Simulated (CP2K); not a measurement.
Two runs for the O K edge of nitrate monohydrate. Run A: CP2K XAS_TDP, all-electron GAPW, PBEh(45%), aug-cc-pVDZ, TDA, no relativity. Run B differs in one setting.

First lines with a strength over 0.0015. A:

```csv
atom,energy (eV),states,"strength, one atom"
"O1 (bonded to N, takes 1 H bond)",527.77,1,0.0258
,531.41,1,0.0036
,531.72,1,0.0191
,532.56,1,0.0292
,533.05,1,0.0062
"O3 (bonded to N, takes 1 H bond)",527.76,1,0.0260
,531.43,1,0.0025
,531.77,1,0.0170
,532.63,1,0.0306
,533.06,1,0.0060
O4 (bonded to N),527.50,1,0.0289
,530.88,1,0.0020
,532.79,1,0.0438
,532.97,1,0.0056
,533.14,1,0.0062
"O5 (bonded to 2 H, gives 2 H bonds)",530.35,1,0.0083
,530.54,1,0.0016
,531.81,1,0.0105
,532.16,1,0.0133
,532.56,1,0.0069
```

B:

```csv
atom,energy (eV),states,"strength, one atom"
"O1 (bonded to N, takes 1 H bond)",532.35,1,0.0256
,535.99,1,0.0035
,536.29,1,0.0190
,537.14,1,0.0289
,537.62,1,0.0062
"O3 (bonded to N, takes 1 H bond)",532.35,1,0.0258
,536.01,1,0.0025
,536.36,1,0.0169
,537.22,1,0.0304
,537.64,1,0.0059
O4 (bonded to N),532.20,1,0.0287
,535.58,1,0.0020
,537.50,1,0.0434
,537.67,1,0.0055
,537.84,1,0.0062
"O5 (bonded to 2 H, gives 2 H bonds)",536.13,1,0.0082
,536.33,1,0.0016
,537.60,1,0.0104
,537.95,1,0.0132
,538.35,1,0.0068
```

**Question.** Which was it: the functional, GW2X switched on, scalar relativity switched on, the basis?

GW2X switched on. GW2X shifts an atom's lines together and keeps their spacings. Against PBEh(45%) in aug-cc-pVDZ, the leading lines move by +4.58 eV (O1, to 532.35), +4.59 eV (O3, to 532.35), +4.70 eV (O4, to 532.20) and +5.79 eV (O5, to 537.60).

[Banner, clock and machine lines of the logs are left out without a mark of their own.]

[Logs are printed without paths, hosts, clocks, repeated set-up lines and the standing remarks that a program may print on its own settings, such as how far it seeks lower states.]

[Hosts, paths, dates, database ids (printed as entryN), source tags and the programs' standing remarks are cut or masked in the printed files.]
